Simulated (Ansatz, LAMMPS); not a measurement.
# Structural relaxation of glassy 79SiO2-9CaO-9Li2O-2NiO (mol %) (124 atoms), part 3 of 3

Aim: bring glassy 79SiO2-9CaO-9Li2O-2NiO (mol %) (124 atoms) to a nearby minimum of the energy and see what moves.

Ansatz 0.2.0; Kohn-Sham DFT, PBE, PAW (set soft_2), plane waves.

The cell: 34 Si, 4 Ca, 8 Li, 1 Ni and 77 O. The quench rate of 10 K/ps far exceeds what a furnace or splat quench reaches. The network of bonds at the start is that of the classical potential that made the cell. Without a Hubbard term or exact exchange, open shells on Ni are likely too delocalised. Sampling is at Γ alone, for a cell whose shortest periodic width is 12 Å.

So far, density (g/cm³): step 4 (local order after relaxation) 2.53.

## (5) Single point at the relaxed geometry (continued)

Density of states as counts of states in windows of 1 eV (from the Fermi level), total and the larger projections:

```
from (eV)  to (eV)  total up  total down   O p  Si p  O s
      -18      -17       5.5         5.5   0.2   1.2  8.4
      -17      -16       1.8         1.8   0.1   0.5  2.8
      -16      -12       0.0         0.0   0.0   0.0  0.0
      -12      -11       6.7         6.7   8.9   0.6  0.5
      -11      -10       7.2         7.2   9.7   1.0  0.7
      -10       -9      11.0        11.0  15.5   2.5  1.0
       -9       -8      16.6        16.7  25.0   6.0  0.6
       -8       -7      16.5        16.5  25.7   6.3  0.3
       -7       -6      16.0        16.9  25.9   3.6  1.7
       -6       -5      37.3        37.0  63.6   5.1  2.5
       -5       -4      43.7        44.1  79.5   3.4  1.6
       -4       -3      42.6        42.3  79.5   1.7  0.8
       -3       -2      25.0        24.5  46.4   1.0  0.3
       -2       -1       8.1        11.7  15.4   0.4  0.1
       -1        0       3.1         1.4   2.5   0.1  0.0
        0        1       1.2         0.0   0.2   0.0  0.0
        1        2       0.8         0.0   0.2   0.0  0.0
        2        3       1.0         1.0   0.0   0.0  0.5
        3        4       2.1         2.1   0.4   0.6  0.8
        4        5      12.6        12.7   1.9   4.8  3.0
```

The curve was stored every 0.10 eV, coarse against its broadening of 0.08 eV, so these counts are rough.

Between -26 and -18 eV lie 163 more states.

About 32 of the 680 electrons lie in deeper levels, below the stored range.

The levels nearest the highest filled one (over half full), pooled over k-points and spins:

```
level less the highest filled one (eV)  occupation
                                -0.485           1
                                -0.472           1
                                -0.409           1
                                -0.159           1
                                -0.158           1
                                     0           1
                                  1.04           0
                                  1.59           0
                                  3.11           0
                                  3.12           0
                                  4.38           0
                                  4.40           0
```

Spin density in the ac plane at fractional y = 0.034, with atoms of Si and Li and Ni and O within 0.2 Å of it.

Ten even steps from '0' (-2.8 e/Å³) to '9' (0.0 e/Å³), each cell a mean:
```
999999999999999999999999999999999
999999999999999999999999999999999
999999999999999999999999999999999
999999999999999999999999999999999
999999999999999999999999999999999
999999999999999999999999999999999
999999999999999999999999999999999
999999999999999999999999999999999
999999999999999999999999999999999
999999999999999999999999999999999
999974589999999999999999999999999
999980389999999999999999999999999
999997999999999999999999999999999
999999999999999999999999999999999
999999999999999999999999999999999
999999999999999999999999999999999
999999999999999999999999999999999
999999999999999999999999999999999
999999999999999999999999999999999
999999999999999999999999999999999
999999999999999999999999999999999
999999999999999999999999999999999
999999999999999999999999999999999
999999999999999999999999999999999
```
Columns run along a (11.7 Å), rows up along c (11.7 Å). Atoms in or near the plane, at fractional coordinates: Si at (0.77, 0.30), Si at (0.10, 0.04), Li at (0.93, 0.65), Ni at (0.17, 0.53), O at (0.16, 0.74), O at (0.76, 0.73), O at (0.55, 0.65), O at (0.50, 0.01), O at (0.86, 0.39).

Electrostatic potential energy in the ac plane at fractional y = 0.034, with atoms of Si and Li and Ni and O within 0.2 Å of it. With pseudopotentials it is smooth inside the atoms' cores, unlike the true potential.

Ten even steps from '0' (-41 eV) to '9' (10 eV), each cell a mean:
```
976568899874358634899999866899999
998889999874358999999999866899999
999999999988789999999999988899999
998899999987679999999999887789999
988877888773017999999999877788999
998710266563137888999997213789999
999710265357788888788886102798889
999986787678998872027778667986457
999998888899999961016888999985236
999864578999999997579999999987678
998610037999999999999999999999999
998600027999999999999999999999999
999853368999999999999999999999999
999988899999999999999999999534899
999977999999999999997678877201699
999988999999999999972026312435999
999999999999999999984244000379999
999999999999999999999885101489999
999999999999999999999998655799999
999999999999999999999999843699999
988888999999999999999999866899999
863236888999999999999999999999999
730003756999999634799999999999999
840005788988788200599999999999999
```
Columns run along a (11.7 Å; values clipped at the 3rd and 97th percentile), rows up along c (11.7 Å). Atoms in or near the plane, at fractional coordinates: Si at (0.77, 0.30), Si at (0.10, 0.04), Li at (0.93, 0.65), Ni at (0.17, 0.53), O at (0.16, 0.74), O at (0.76, 0.73), O at (0.55, 0.65), O at (0.50, 0.01), O at (0.86, 0.39).

Mean intrinsic-atomic-orbital charges: Ca +1.79, Li +0.79, Ni +1.15, O -0.94, Si +1.71 e. The cell holds a total moment of -2.00 μB.

A closer look about Ni47, the only Ni atom: 8 atoms, nearest first, numbered in the order of the input, with positions taken from that point.

```
atom      x      y      z  distance (Å)  bonds  intrinsic-atomic-orbital charge (e)  moment (μB)
Ni47   0.00   0.00   0.00          0.00      4                                 1.15        -1.50
 O66  -1.81   0.64   0.04          1.92      4                                -1.09        -0.07
O108   1.08   1.46  -0.79          1.98      3                                -1.07        -0.06
O107   1.48  -1.10   0.81          2.01      3                                -1.06        -0.03
 O84  -0.30  -0.84  -1.82          2.03      4                                -1.05        -0.06
 O57  -0.14  -0.06   2.50          2.50      2                                -0.89        -0.02
Li40  -2.26  -1.13  -0.82          2.65      5                                 0.78         0.00
Si26   1.30  -0.90   2.39          2.86      4                                 1.67         0.00
```

The column of bonds counts only the pairs O-Si within 2.12 Å, O-Li within 2.48 Å, O-Ca within 2.83 Å, O-Ni within 2.27 Å; other neighbours, such as metal atoms beside each other in a compound, aren't counted, and periodic images can show an atom twice.

## (6) Results

- energy change in the relaxation: -98.67 meV/atom
- r.m.s. displacement: 0.263 Å
- largest displacement: 0.762 Å
- free energy per atom: -646.7169 eV/atom
- pressure: 0.02152 GPa
- r.m.s. force component: 0.00621 eV/Å
- gap (highest filled to lowest empty level): 1.044 eV
- wall time of the 2 DFT runs: 12 min

What this shows: Relaxation lowers the energy by 98.7 meV/atom and moves atoms by 0.26 Å r.m.s. By the final cutoffs 3 of 190 bonded pairs parted and 4 joined. From the first step to the last the energy fell by 12.235 eV, and the largest move was 0.76 Å (Li44). Counting bonds as in the table, 75 % of Ca atoms have 5, 62 % of Li atoms have 4, all Ni atoms have 4 and 58 % of O atoms have 2 bonded neighbours. Counting bonds to Si alone, not to Ni, 78 % of the oxygens join two of these atoms and 22 % one. The highest filled and lowest empty levels differ by 1.04 eV (at Γ alone); a semilocal functional tends to put such gaps too low. In a disordered cell it changes from sample to sample, and tail or defect levels can set it. The cell holds a total moment of -2.00 μB.

What to keep in mind: The starting topology of bonds comes from the classical model; in DFT 3 of its 190 bonded pairs passed out of the cutoffs and 4 came within them. The run was spin polarised, started with a moment on one atom, ending at -2.0 μB in the cell; that starting order needn't be the real material's, and it bears on forces, charges and levels. With open d shells in the cell, the gap can be one between d levels of these ions, not the gap of the host.

[Logs are printed without paths, hosts, clocks, repeated set-up lines and the standing remarks that a program may print on its own settings, such as how far it seeks lower states.]

[Hosts, paths, dates, database ids (printed as entryN), source tags and the programs' standing remarks are cut or masked in the printed files.]
